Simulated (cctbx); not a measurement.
# La2Ga8NiB2 across an absorption edge

Space group I4/mmm (no. 139), a = 4.2010 Å, b = 4.2010 Å, c = 25.8750 Å, α = 90.00°, β = 90.00°, γ = 90.00°.

```
atom  mult.    x    y       z  Ueq (Å²)
 La1      4    0    0  0.3553    0.0055
 Ga1      4    0    0  0.1036    0.0069
 Ga2      8    0  1/2  0.4506    0.0073
 Ga3      4  1/2    0     1/4    0.0054
 Ni1      2  1/2  1/2       0    0.0073
  B1      4    0    0  0.1986    0.0101
```

The model is made up (kin elements in a known structure type, no relaxation), so it says nothing on whether the phase exists.

Calculated with cctbx: free-atom f′ and f″ from the Sasaki tables, no fine structure; amplitudes in electrons.

| E (eV) | F 2 1 1 | F 1 0 3 | F 2 1 3 | F 0 0 2 |
| --- | --- | --- | --- | --- |
| 9767 | 71.4 | 84.6 | 73.4 | 83.8 |
| 10117 | 74.2 | 85.5 | 74.2 | 81.2 |
| 10247 | 76.5 | 86.4 | 75.1 | 78.8 |
| 10307 | 78.6 | 87.4 | 76.1 | 76.3 |
| 10337 | 80.7 | 88.4 | 77.0 | 73.8 |
| 10352 | 82.9 | 89.5 | 78.0 | 71.3 |
| 10359 | 84.8 | 90.4 | 78.9 | 69.0 |
| 10363 | 86.7 | 91.3 | 79.8 | 66.7 |
| 10371 | 86.5 | 91.2 | 79.6 | 66.6 |
| 10375 | 83.8 | 89.9 | 78.3 | 69.7 |
| 10382 | 81.5 | 88.8 | 77.3 | 72.3 |
| 10397 | 79.1 | 87.7 | 76.2 | 75.0 |
| 10427 | 76.8 | 86.5 | 75.1 | 77.8 |
| 10517 | 73.7 | 84.9 | 73.6 | 81.5 |
| 10767 | 70.5 | 83.1 | 71.8 | 85.6 |

**Question.** Which edge is crossed, and why do the reflections move as they do?

The K edge of Ga. The edge is at 10367 eV. f′ of Ga falls from -4.1 e at 10247 eV to -7.5 e at 4 eV below it, and f″ steps from 0.49 to 3.89 e across it. Over that approach |F| changes by +13 % (2 1 1), +6 % (1 0 3), +6 % (2 1 3) and -15 % (0 0 2): a reflection falls where Ga scatters in phase with the total and rises where it scatters against it; it hardly moves where the Ga term is small or cancels by symmetry. Above the edge the larger f″ enters the imaginary part, where it can add to or cancel the other atoms' f″. The structure is centrosymmetric, so Friedel mates stay equal.

[Logs are printed without paths, hosts, clocks, repeated set-up lines and the standing remarks that a program may print on its own settings, such as how far it seeks lower states.]
